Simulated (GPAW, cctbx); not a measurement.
## Li2AlTlBr6: the scripts behind a bonding study

Short scripts, each with its output. The cell comes from substitution in a known structure type and wasn't matched to any measured phase.

## Step 1: Build the all-electron density and subtract free atoms

```text
cell
1.0
     0.000000000    5.626213135    5.626213135
     5.626213135    0.000000000    5.626213135
     5.626213135    5.626213135    0.000000000
Tl Br Al Li
1 6 1 2
Direct
0.500000000 0.500000000 0.500000000
0.775947070 0.775947070 0.224052930
0.775947070 0.224052930 0.775947070
0.224052930 0.775947070 0.224052930
0.224052930 0.775947070 0.775947070
0.224052930 0.224052930 0.775947070
0.775947070 0.224052930 0.224052930
0.000000000 0.000000000 0.000000000
0.250000000 0.250000000 0.250000000
0.750000000 0.750000000 0.750000000
```

```python
import numpy as np
from ase.io import read
from ase.units import Bohr
from gpaw import GPAW, PW, FermiDirac
from gpaw.calculator import GPAW as OldGPAW
from gpaw.mpi import serial_comm, world
from scipy.special import erfc
from scipy.spatial import cKDTree

atoms = read("cell.vasp")
atoms.calc = GPAW(mode=PW(550), xc="PBE", kpts={"size": (3, 3, 3), "gamma": True},
                 occupations=FermiDirac(0.05), maxiter=120, symmetry={"tolerance": 1e-5}, txt="scf.txt")
atoms.get_potential_energy()
rho = atoms.calc.get_all_electron_density(gridrefinement=2)
moments = atoms.get_magnetic_moments() if atoms.calc.get_number_of_spins() == 2 else np.zeros(len(atoms))
total = atoms.get_magnetic_moment() if moments.any() else 0.0
if world.rank == 0:
    free = OldGPAW(mode=PW(550), xc="PBE", txt=None, communicator=serial_comm)
    neutral = atoms.copy()
    neutral.set_initial_magnetic_moments(None)
    free.initialize(neutral)
    free.set_positions(neutral)
    drho = rho - free.get_all_electron_density(gridrefinement=2)
    # GPAW starts from confined atoms: exchange their smooth part for that of the datasets' free atoms
    h = np.stack(np.meshgrid(*[np.fft.fftfreq(n, 1 / n) for n in drho.shape], indexing="ij"), -1)
    gabs = np.linalg.norm(h @ atoms.cell.reciprocal(), axis=-1)
    tails = np.fft.fftn(free.get_pseudo_density(gridrefinement=2))
    g, form, v0 = np.linspace(0, gabs.max(), 1500), {}, 0
    for e in set(atoms.symbols):
        idx = atoms.symbols.search(e)
        d = free.setups[idx[0]].data
        r, w = d.rgd.r_g * Bohr, d.rgd.r_g**2 * d.rgd.dr_g
        j0 = np.sinc(2 * g[:, None] * r)
        smooth = sum(f * p**2 for f, p in zip(d.f_j, d.phit_jg)) + np.sqrt(4 * np.pi) * d.nct_g
        full = sum(f * p**2 for f, p in zip(d.f_j, d.phi_jg)) + np.sqrt(4 * np.pi) * d.nc_g
        phase = sum(np.exp(-2j * np.pi * h @ s) for s in atoms.get_scaled_positions()[idx])
        tails -= np.interp(gabs, g, j0 @ (smooth * w)) * phase * drho.size / atoms.get_volume()
        form[e] = j0 @ (full * w)
        v0 += 2 * np.pi / 3 * 14.3996 * (full * w * r**2).sum() * len(idx)  # V A^3
    tails *= 0.5 * erfc((gabs - 1.8) / 0.25)  # the tails differ at long wavelengths alone
    drho += np.fft.ifftn(tails).real  # crystal minus superposed spherical free atoms
    np.save("drho.npy", drho)
    dv = atoms.get_volume() / drho.size
    print("grid", drho.shape, " electrons %.3f" % (rho.sum() * dv), " moved by bonding %.3f e" % (abs(drho).sum() * dv / 2))
    pts = np.indices(drho.shape).reshape(3, -1).T / drho.shape @ atoms.cell
    shifts = (np.indices((3, 3, 3)).reshape(3, -1).T - 1) @ atoms.cell
    images = (atoms.positions[None] + shifts[:, None]).reshape(-1, 3)
    dist, idx = cKDTree(images).query(pts, k=4)
    out = drho.ravel()[dist[:, 0] > 0.5]
    print("deformation density beyond 0.5 A of the nuclei: max %.3f, min %.3f e/A^3" % (out.max(), out.min()))
    tie = dist < dist[:, :1] + 1e-4
    q = -np.bincount((idx % len(atoms))[tie], (drho.ravel()[:, None] / tie.sum(1, keepdims=True) * tie)[tie], len(atoms)) * dv
    print("atom        x       y       z   Voronoi charge  moment")
    for a, s, c, m in zip(atoms, atoms.get_scaled_positions(), q, moments):
        print("%-2s%-3d %7.4f %7.4f %7.4f %10.3f %10.2f" % (a.symbol, a.index + 1, *s, c, m))
    np.savez("free.npz", g=g, **form)
    print("mean inner potential of superposed free atoms %.3f V" % (v0 / atoms.get_volume()))
    print("total magnetic moment %.3f muB" % total)
```

```console
$ OMP_NUM_THREADS=1 mpirun -n 4 gpaw python run.py > gpaw.log
```

```text
grid (90, 90, 90)  electrons 310.000  moved by bonding 1.817 e
deformation density beyond 0.5 A of the nuclei: max 0.097, min -0.071 e/A^3
atom        x       y       z   Voronoi charge  moment
Tl1    0.5000  0.5000  0.5000      0.196       0.00
Br2    0.7759  0.7759  0.2241     -0.240       0.00
Br3    0.7759  0.2241  0.7759     -0.240       0.00
Br4    0.2241  0.7759  0.2241     -0.240       0.00
Br5    0.2241  0.7759  0.7759     -0.240       0.00
Br6    0.2241  0.2241  0.7759     -0.240       0.00
Br7    0.7759  0.2241  0.2241     -0.240       0.00
Al8    0.0000  0.0000  0.0000      0.243       0.00
Li9    0.2500  0.2500  0.2500      0.501       0.00
Li10   0.7500  0.7500  0.7500      0.501       0.00
mean inner potential of superposed free atoms 9.097 V
total magnetic moment 0.000 muB
```

Time: 30 s on 4 cores of Arm Neoverse V1 (shared host), peak memory 1.4 GiB.

## Step 2: Fourier-transform the difference

```python
from cctbx import adptbx, crystal, miller, xray
from cctbx.eltbx import tiny_pse
import numpy as np

cs = crystal.symmetry(unit_cell=(11.2524, 11.2524, 11.2524, 90, 90, 90), space_group_symbol='Hall: -F 4 2 3')  # Fm-3m
atoms = [  # label, site, U (iso, or U11 U22 U33 U12 U13 U23 in A^2), occupancy
    ("Tl1", (0.5, 0, 0), 0.0000, 1),
    ("Br1", (0, 0, 0.77595), 0.0000, 1),
    ("Al1", (0, 0, 0), 0.0000, 1),
    ("Li1", (0.25, 0.75, 0.75), 0.0000, 1),
]
xs = xray.structure(crystal_symmetry=cs)
for label, site, u, occ in atoms:
    u = adptbx.u_cif_as_u_star(cs.unit_cell(), u) if isinstance(u, tuple) else u
    xs.add_scatterer(xray.scatterer(label, site=site, u=u, occupancy=occ))
xs.scattering_type_registry(table="wk1995")
drho = np.load("drho.npy")
T = np.array([[-1, 1, 1], [1, -1, 1], [1, 1, -1]])  # conventional axes in terms of the primitive ones
dF = np.fft.ifftn(drho) * 1424.74955  # electrons a conventional cell, indexed by primitive hkl
ms = miller.build_set(cs, anomalous_flag=False, d_min=0.9).sort("resolution")
iam = ms.structure_factors_from_scatterers(xs, algorithm="direct").f_calc()
p1 = xs.expand_to_p1()
z = np.array([tiny_pse.table(sc.scattering_type).atomic_number() for sc in p1.scatterers()])
x = np.array(p1.sites_frac())
free = np.load("free.npz")
print("static structure factors of the conventional cell: F in electrons, V (Mott-Bethe) in volts")
print("   h  k  l      d  |F| table  |F| free   |F| DFT   change   |V| free  |V| DFT  change %")
for h, d, table in list(zip(ms.indices(), ms.d_spacings().data(), iam.data()))[:16]:
    df = dF[tuple(np.rint(np.linalg.solve(T, h)).astype(int))]
    phase = np.exp(2j * np.pi * x @ h)
    f = sum(np.interp(1 / d, free["g"], free[sc.scattering_type]) * p for sc, p in zip(p1.scatterers(), phase))
    fz = (z * phase).sum()
    c = 14.3996 * d * d / (np.pi * cs.unit_cell().volume())
    v0, v1 = abs(fz - f) * c, abs(fz - f - df) * c
    print("%4d%3d%3d %7.4f %9.3f %9.3f %9.3f %8.3f %9.3f %8.3f %8s" % (h + (d, abs(table), abs(f), abs(f + df), abs(f + df) - abs(f), v0, v1, "%.1f" % (100 * (v1 / v0 - 1)) if v0 > 0.02 else "-")))
```

```console
$ python run.py
```

```text
static structure factors of the conventional cell: F in electrons, V (Mott-Bethe) in volts
   h  k  l      d  |F| table  |F| free   |F| DFT   change   |V| free  |V| DFT  change %
   1  1  1  6.4966   135.898   135.701   135.081   -0.620     0.008    0.077        -
   0  2  0  5.6262   615.094   614.970   617.471    2.501     3.237    2.982     -7.9
   0  2  2  3.9783   134.204   134.171   130.987   -3.185     0.781    0.943     20.8
   1  3  1  3.3927   287.140   286.966   287.538    0.572     0.952    0.930     -2.2
   2  2  2  3.2483   364.655   364.898   366.979    2.081     2.676    2.605     -2.6
   0  4  0  2.8131   978.265   978.629   979.649    1.021     5.191    5.165     -0.5
   1  3  3  2.5815   414.670   414.653   415.487    0.835     1.608    1.591     -1.1
   0  4  2  2.5161   486.984   487.083   487.294    0.211     2.082    2.077     -0.2
   2  4  2  2.2969    81.451    81.130    81.519    0.389     0.185    0.179     -3.6
   3  3  3  2.1655   528.394   528.430   529.286    0.856     2.086    2.073     -0.6
   1  5  1  2.1655     8.011     7.776     7.954    0.178     0.460    0.463      0.6
   0  4  4  1.9892   836.035   835.931   834.981   -0.950     3.680    3.693      0.3
   1  5  3  1.9020   137.318   137.222   137.656    0.434     0.199    0.194     -2.5
   2  4  4  1.8754   402.961   402.834   402.094   -0.740     1.459    1.468      0.6
   0  6  0  1.8754   563.046   562.914   562.068   -0.846     2.181    2.190      0.4
   0  6  2  1.7792   195.201   194.969   195.121    0.151     0.646    0.644     -0.2
```

Time: 0.46 s on 1 core of Arm Neoverse V1 (shared host), peak memory 0.09 GiB.

[Outputs are excerpts: Python notices, other lines and further rows are left out; steps that failed or that the build refused (PBEsol, TPSS) are not shown.]

[Logs are printed without paths, hosts, clocks, repeated set-up lines and the standing remarks that a program may print on its own settings, such as how far it seeks lower states.]
